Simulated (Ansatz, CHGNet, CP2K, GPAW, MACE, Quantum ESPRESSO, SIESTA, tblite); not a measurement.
# Glassy 77ZrO2-23SiO2 (mol %) (90 atoms): one structure in several programs

Aim: run glassy 77ZrO2-23SiO2 (mol %) (90 atoms) in several programs and set results and cost side by side. A plane-wave run serves as the reference.

Method: Kohn-Sham DFT, PBE, SSSP efficiency 1.3.0 pseudopotentials, plane waves, in Quantum ESPRESSO 7.5.

## Step 1: Starting point

The cell holds 90 atoms: 23 Zr, 7 Si and 60 O. Cell: a = 10.551 Å, b = 10.551 Å, c = 10.551 Å, α = 90.0°, β = 90.0°, γ = 90.0°. 90 atoms (23 Zr, 7 Si, 60 O) placed at random at 4.39 g/cm³, melted at 4000 K for 10 ps at fixed volume with the Morse and Coulomb pair potential with partial charges (Pedone, Malavasi, Menziani, Cormack and Segre, J. Phys. Chem. B 110, 11780 (2006)). Quenched from 1800 K to 300 K at 50 K/ps and fixed volume, held 10 ps at zero pressure, then minimised at fixed cell. Then every atom was moved at random, 0.03 Å r.m.s. a Cartesian component.

## Step 2: Plane-wave reference

Contents of pw.in:

```
&control
  calculation = 'scf'
  pseudo_dir = './pseudo'
  outdir = './tmp'
  disk_io = 'none'
  tprnfor = .true.
  tstress = .true.
/
&system
  ibrav = 0
  nat = 90
  ntyp = 3
  ecutwfc = 60
  ecutrho = 480
  nosym = .true.
  occupations = 'smearing'
  smearing = 'fd'
  degauss = 0.003675
/
&electrons
  conv_thr = 4.5e-07
  electron_maxstep = 100
  mixing_beta = 0.4
  mixing_mode = 'plain'
  diagonalization = 'david'
/
ATOMIC_SPECIES
Zr 91.224 Zr.upf
Si 28.085 Si.upf
O 15.999 O.upf
CELL_PARAMETERS angstrom
10.55091 0.00000 0.00000
0.00000 10.55091 0.00000
0.00000 0.00000 10.55091
ATOMIC_POSITIONS crystal
Zr 0.12943 0.66174 0.18382
Zr 0.97571 0.19964 0.32028
Zr 0.23148 0.51308 0.49722
Zr 0.43377 0.65285 0.27605
Zr 0.08622 0.98882 0.11315
Zr 0.63074 0.60293 0.51760
Zr 0.38333 0.61346 0.75109
Zr 0.94353 0.35383 0.62749
Zr 0.92069 0.70756 0.62276
Zr 0.92598 0.74797 0.96423
Zr 0.65040 0.82388 0.74582
Zr 0.36374 0.42308 0.05464
[... 74 atom lines left out ...]
O 0.23559 0.95291 0.46844
O 0.54141 0.49883 0.67941
O 0.35479 0.94402 0.68872
O 0.09393 0.99877 0.79070
K_POINTS gamma
```

Started as:

```console
$ OMP_NUM_THREADS=1 mpirun -np 4 pw.x -in pw.in > output.txt
```

What it wrote:

```text
Program PWSCF
     gamma-point specific algorithms are used
     one sub-group per band group will be used
     scalapack distributed-memory algorithm (size of sub-group:  2*  2 procs)
     Parallelization info
     sticks:   dense  smooth     PW     G-vecs:    dense   smooth      PW
     Min        3797    1896    472               351975   124360   15552
     Max        3800    1898    474               351984   124370   15554
     Sum       15193    7589   1893              1407915   497463   62213
     bravais-lattice index     =            0
     lattice parameter (alat)  =      19.9383  a.u.
     unit-cell volume          =    7926.2243 (a.u.)^3
     number of atoms/cell      =           90
     number of atomic types    =            3
     number of electrons       =       664.00
[... lines left out ...]
     scf convergence threshold =      4.5E-07
[... lines left out ...]
     number of k points=     1  Fermi-Dirac smearing, width (Ry)=  0.0037
[... lines left out ...]
     total energy              =   -4862.81770264 Ry
[... lines left out ...]
     total energy              =   -4871.58238598 Ry
[... lines left out ...]
     total energy              =   -4872.05554341 Ry
[... lines left out ...]
     total energy              =   -4872.11283261 Ry
[... lines left out ...]
     total energy              =   -4872.11283285 Ry
[... lines left out ...]
   -40.4600 -40.4157 -40.3424 -40.3297 -40.3037 -40.2381 -40.1335 -40.0700
   -40.0358 -39.9256 -39.7800 -39.7157 -39.7066 -39.4102 -39.1670 -19.2822
[...]
12.7580  12.7986  12.8615  12.8836  12.9109  12.9852  13.0196  13.0418
    13.0718  13.1025  13.1422  13.1583  13.2118  13.2648  13.2929  13.3396
    13.3558  13.3941  13.4342  13.5365  13.5476  13.5581
     the Fermi energy is     9.7132 ev
!    total energy              =   -4872.11283350 Ry
     estimated scf accuracy    <       0.00000031 Ry
     smearing contrib. (-TS)   =      -0.00000000 Ry
     internal energy E=F+TS    =   -4872.11283350 Ry
     The total energy is F=E-TS. E is the sum of the following terms:
     one-electron contribution =   -1661.46643697 Ry
     hartree contribution      =    1178.80231322 Ry
     xc contribution           =    -904.15244085 Ry
     ewald contribution        =   -2914.68990741 Ry
     one-center paw contrib.   =    -570.60636150 Ry
     convergence has been achieved in  12 iterations
     Forces acting on atoms (cartesian axes, Ry/au):
     atom    1 type  1   force =    -0.01677875   -0.00376629    0.02979482
     atom    2 type  1   force =     0.04055681   -0.01302914   -0.00757359
     atom    3 type  1   force =     0.03091946    0.00988507   -0.03444976
[...]
atom   89 type  3   force =    -0.03156084   -0.04313171    0.00791815
     atom   90 type  3   force =    -0.00989802   -0.00903338   -0.00483231
     Total force =     0.853445     Total SCF correction =     0.001160
     Computing stress (Cartesian axis) and pressure
          total   stress  (Ry/bohr**3)                   (kbar)     P=       24.01
   0.00021795   0.00009138   0.00011857           32.06       13.44       17.44
   0.00009138   0.00006655   0.00000242           13.44        9.79        0.36
   0.00011857   0.00000242   0.00020508           17.44        0.36       30.17
     Message from routine punch:
     Nothing written, as per user request (disk_io='none')
```

Wall time 4.2 min (4 MPI ranks of Arm Neoverse V1, shared host); peak memory 3.9 GiB.

Banners and routine set-up lines are dropped from the logs; longer cuts are marked.

Numbers from this run:

- r.m.s. force component: 1.335 eV/Å
- longest force: 7.467 eV/Å
- pressure: 2.401 GPa
- gap (highest filled to lowest empty level): 3.207 eV

## Step 3: Structure statistics

g(r), total and by pair (bins of 0.2 Å):

```
r (Å)  total   O-O  O-Zr  O-Si  Zr-Zr  Zr-Si  Si-Si
 1.40   0.11  0.00  0.00  1.02   0.00   0.00   0.00
 1.60   1.01  0.00  0.00  9.78   0.00   0.00   0.00
 1.80   0.15  0.00  0.10  1.12   0.00   0.00   0.00
 2.00   1.38  0.00  4.04  0.00   0.00   0.00   0.00
 2.20   1.91  0.00  5.60  0.00   0.00   0.00   0.00
 2.40   0.32  0.39  0.43  0.00   0.00   0.00   0.00
 2.60   1.21  2.48  0.31  0.00   0.00   0.00   0.00
 2.80   0.99  2.10  0.09  0.13   0.00   0.35   0.00
 3.00   1.09  2.08  0.27  0.36   0.19   0.31   2.08
 3.20   0.83  1.19  0.13  0.53   1.72   1.98   1.89
 3.40   0.97  0.90  0.44  0.83   2.90   3.69   0.00
 3.60   0.96  0.68  0.78  1.37   2.31   2.46   0.00
 3.80   0.94  0.52  1.03  1.75   2.33   0.61   0.00
 4.00   1.01  0.75  1.16  1.81   1.10   0.35   1.18
 4.20   1.01  0.95  1.21  1.18   0.51   0.16   2.17
 4.40   1.08  0.72  1.55  1.27   0.74   0.59   2.99
 4.60   1.10  0.77  1.69  0.89   0.50   1.25   0.00
 4.80   0.98  0.93  1.32  0.48   0.30   0.76   1.71
 5.00   1.06  1.29  0.95  0.75   0.70   0.94   1.51
 5.20   1.05  1.21  0.82  1.06   0.91   1.50   0.00
```

Bonds by pair of elements; cutoffs follow the first minimum of g(r), held within bounds set by covalent radii, and pairs that aren't listed don't count as bonded (cutoffs were set anew for this text, so counts can differ from the run's own analysis):

```
pair A-B  cutoff (Å)  bonds  mean length (Å)  spread (Å)  shortest (Å)  B about A  A about B
    O-Zr        2.82    143             2.15       0.131          1.89       2.38       6.22
    O-Si        2.12     28             1.62       0.067          1.49      0.467          4
```

How many atoms have how many bonded neighbours:

```
element  mean   2   3  4  5   6  7
      O  2.85  14  41  5  0   0  0
     Si     4   0   0  7  0   0  0
     Zr  6.22   0   0  0  2  14  7
```

## Step 4: The ladder

The programs:
- CHGNet: machine-learned potential, published weights.
- CP2K 2026.2: Gaussian basis with GTH pseudopotentials and a plane-wave density; labels give functional, basis (MOLOPT sets; SR short-range, UZH the newer set with its own potentials), grid cutoff/relative cutoff and solver (OT: orbital transformation; TRS4, TC2, SIGN: linear-scaling purification with its sparsity filter), or its built-in tight binding.
- GPAW 26.7.0: PAW with atomic orbitals (LCAO), plane waves or a real-space grid of spacing h.
- MACE: machine-learned potential, published weights.
- SIESTA 5.4.2: numerical atomic orbitals, whose automatically made sets are far from complete, with PseudoDojo norm-conserving potentials that we converted to its format (checked against plane waves on the same files for H, C, O, Si, Ge and Ca alone); labels give functional, basis size, energy shift and mesh cutoff.
- tblite 0.8.0: extended tight binding, driven from Python.

All use the same cell and atoms; the electronic-structure runs use the same k-mesh, and an electronic temperature of 580 K (0.05 eV) where levels are smeared.

Differences are against the plane-wave reference, forces as r.m.s. over components; share is that over the reference's r.m.s. force, slope the least-squares factor from reference forces to these. Total energies of different programs have different zeros and aren't compared.

```
                                                         run  Δ force, r.m.s. (meV/Å)  share (%)  slope  Δ pressure (GPa)  Δ gap (eV)  cores  CPU time  memory (GiB)
                                                   reference                        -          -      -                 -           -      4    17 min           3.9
                                      CHGNet 0.3.0 potential                      212       15.9  0.919              3.15           -      1     4.5 s           1.3
                                     CHGNet r2SCAN potential                      285       21.4  0.819             -3.63           -      1     5.1 s           1.3
        CP2K PBE, DZVP-MOLOPT-SR, 600/50 Ry, diagonalisation                     82.2       6.16  0.978             0.223     -0.0981      4    11 min           6.2
CP2K PBE, SZV-MOLOPT-SR, 600/50 Ry, diagonalisation (coarse)                     1060       79.4  1.397              9.33      -0.737      2   4.6 min           3.4
                                GPAW PBE, LCAO dzp, h 0.18 Å                      258       19.3  1.104                 -      -0.164      1   9.4 min           2.2
          GPAW PBE, LCAO dzp, h 0.18 Å, other mixer settings                      257       19.3  1.104                 -      -0.164      2    12 min           2.5
                       GPAW PBE, LCAO dzp, h 0.28 Å (coarse)                     1857        139  1.075                 -      -0.161      1     3 min          0.81
                  GPAW PBE, LCAO szp(dzp), h 0.18 Å (coarse)                      299       22.4  1.109                 -      -0.376      1   6.1 min           2.1
                                MACE MP-0b3 medium potential                      197       14.7  0.932              3.36           -      1     9.8 s           1.1
                 SIESTA PBE, DZP, shift 0.01 Ry, mesh 500 Ry                      177       13.3  1.055              2.56      -0.252      4   7.1 min           2.6
        SIESTA PBE, SZP, shift 0.01 Ry, mesh 500 Ry (coarse)                      381       28.5  1.195              4.82      -0.402      2   5.1 min           1.9
                                             tblite GFN1-xTB                      574       43.0  0.784              2.52           -      1     5.5 s          0.12
```

Rows marked coarse use a setting chosen to be so.

Times of the machine-learned potentials are mostly Python's start and the loading of weights.

CPU time is summed over cores on a shared host, where runs went side by side, so it is rough. Symmetry, cutoffs, thresholds, outputs and thread counts weren't matched or tuned between programs; memory under MPI is the largest rank's times the ranks.

Mean charges by element (e), by run and scheme:

```
                                                 run     scheme     Zr     Si      O
CP2K PBE, DZVP-MOLOPT-SR, 600/50 Ry, diagonalisation   Mulliken  +1.24  +0.82  -0.57
CP2K PBE, DZVP-MOLOPT-SR, 600/50 Ry, diagonalisation  Hirshfeld  +0.69  +0.49  -0.32
         SIESTA PBE, DZP, shift 0.01 Ry, mesh 500 Ry  Hirshfeld  +0.59  +0.38  -0.27
                                     tblite GFN1-xTB   Mulliken  +0.98  +0.54  -0.44
```

Within one program, basis, potentials and functional, energies share a zero. Each run against its twin at the usual cutoff or grid and solver:

```
                                               run                twin  Δ energy (meV/atom)  Δ force, r.m.s. (meV/Å)        CPU time over the twin's
GPAW PBE, LCAO dzp, h 0.18 Å, other mixer settings  LCAO dzp, h 0.18 Å               1.0e-4                     2.17  1.3 (this twin ran on 1 cores)
                      GPAW PBE, LCAO dzp, h 0.28 Å  LCAO dzp, h 0.18 Å                  954                     1824                            0.32
```

A second geometry, displaced anew (every atom was moved at random, 0.06 Å r.m.s. a Cartesian component), gives an energy difference that all programs can be tested on. The reference puts it at 87.90 meV/atom.

```
                                                 run  energy less the first geometry's (meV/atom)  error (meV/atom)  force share at the second geometry (%)
                        GPAW PBE, LCAO dzp, h 0.18 Å                                        95.64              7.74                                    13.1
                                     tblite GFN1-xTB                                        60.73             -27.2                                    31.6
                        MACE MP-0b3 medium potential                                        82.89             -5.02                                    10.5
                             CHGNet r2SCAN potential                                        73.08             -14.8                                    15.5
                              CHGNet 0.3.0 potential                                        82.16             -5.74                                    10.9
CP2K PBE, DZVP-MOLOPT-SR, 600/50 Ry, diagonalisation                                        86.39             -1.51                                    5.26
         SIESTA PBE, DZP, shift 0.01 Ry, mesh 500 Ry                                        93.25              5.34                                    9.41
 CP2K PBE, SZV-MOLOPT-SR, 600/50 Ry, diagonalisation                                        112.3              24.4                                    46.8
         SIESTA PBE, SZP, shift 0.01 Ry, mesh 500 Ry                                        100.8              12.9                                    20.8
  GPAW PBE, LCAO dzp, h 0.18 Å, other mixer settings                                        95.64              7.74                                    13.1
                   GPAW PBE, LCAO szp(dzp), h 0.18 Å                                        96.35              8.45                                    15.2
                        GPAW PBE, LCAO dzp, h 0.28 Å                                        49.11             -38.8                                    83.3
```

## Step 5: What came out

| Property | Result |
| --- | --- |
| reference r.m.s. force component | 1.34 eV/Å |
| nearest in forces | CP2K PBE, DZVP-MOLOPT-SR, 600/50 Ry, diagonalisation, 6.2 % |
| farthest in forces | GPAW PBE, LCAO dzp, h 0.28 Å (coarse), 139 % |
| cheapest electronic-structure run beside the reference | tblite GFN1-xTB, 5.5 s of CPU time |

**Reading.** The PBE runs in local orbitals, coarse settings apart, differ by 6.2 % (CP2K PBE, DZVP-MOLOPT-SR, 600/50 Ry, diagonalisation) to 19 % (GPAW PBE, LCAO dzp, h 0.18 Å); basis, grid and potentials can all enter. Tight binding differs by 43 % (tblite GFN1-xTB); it is another model, with fitted parameters of its own, and the xTB methods hold dispersion. Machine-learned potentials differ by 15 % (MACE MP-0b3 medium potential) to 21 % (CHGNet r2SCAN potential); they were trained on other programs' data, some at another functional. Runs with settings chosen to be coarse differ by 22 % (GPAW PBE, LCAO szp(dzp), h 0.18 Å) to 139 % (GPAW PBE, LCAO dzp, h 0.28 Å), their programs' other errors included. Of the electronic-structure runs that take under half the reference's CPU time, SIESTA PBE, DZP, shift 0.01 Ry, mesh 500 Ry comes nearest, at 13 % in 7.1 min against 17 min; its pressure misses by +2.6 GPa. SIESTA PBE, SZP, shift 0.01 Ry, mesh 500 Ry stiffens the forces by a factor of 1.20 while following their directions (correlation 0.985); the slopes of the 2 SIESTA runs lie between 1.06 and 1.20. At the same functional, gaps differ from the reference's 3.21 eV by between -0.74 and -0.10 eV. In pressure, CP2K PBE, SZV-MOLOPT-SR, 600/50 Ry, diagonalisation misses by +9.3 GPa, at the same functional. Charges hang on model, scheme and program or settings: among these rows the mean for Zr runs from +0.59 to +1.24 e. The energy difference between the two geometries, 87.9 meV/atom in the reference, is met best by CP2K PBE, DZVP-MOLOPT-SR, 600/50 Ry, diagonalisation (-1.51) and worst by GPAW PBE, LCAO dzp, h 0.28 Å (coarse) (-38.8). In the reference: filled and empty levels are parted by 3.21 eV (on the run's k-points); a semilocal functional tends to put such gaps too low. In a disordered cell it changes from sample to sample, and tail or defect levels can set it. In the reference: among the first-shell peaks of g(r) are those at about 2.7 Å (O-O), 2.1 Å (O-Zr), 1.6 Å (O-Si), 3.4 Å (Zr-Zr) and 3.5 Å (Zr-Si). Periodic xTB results under one method name differ between programs and library versions. The reference's pressure holds the uncorrected Pulay stress of its 60 Ry basis, so small pressure differences, and their order, may be the reference's own error. Machine-learned potentials mimic data converged in k, so the reference's own k-point error enters their differences. The quench rate of 50 K/ps is many orders above laboratory rates, so the cell is likely richer in defects and strain than a real sample. The network of bonds at the start is that of the classical potential that made the cell, and needn't be the one that DFT or experiment would give. The reference's pressure of 2.4 GPa belongs to unrelaxed atoms and would change as they relax. The electronic-structure runs sample only Γ, in a cell whose shortest periodic width is 11 Å.

[Long decimals in the printed logs are rounded to 6 places.]

[Also dropped from logs without a mark: lines with file paths, logging warnings of Python, QE's lines on negative density and diagonalisation, SIESTA's first energy breakdown, zero terms and Voronoi charges.]

[Logs are printed without paths, hosts, clocks, repeated set-up lines and the standing remarks that a program may print on its own settings, such as how far it seeks lower states.]

[Hosts, paths, dates, database ids (printed as entryN), source tags and the programs' standing remarks are cut or masked in the printed files.]

[Not all failed runs are listed: runs killed by the host, ended in a Python traceback or in CONQUEST's support-function errors, and SIESTA runs with faulty potentials for Cu, Fe, Ni or Zn are left out.]
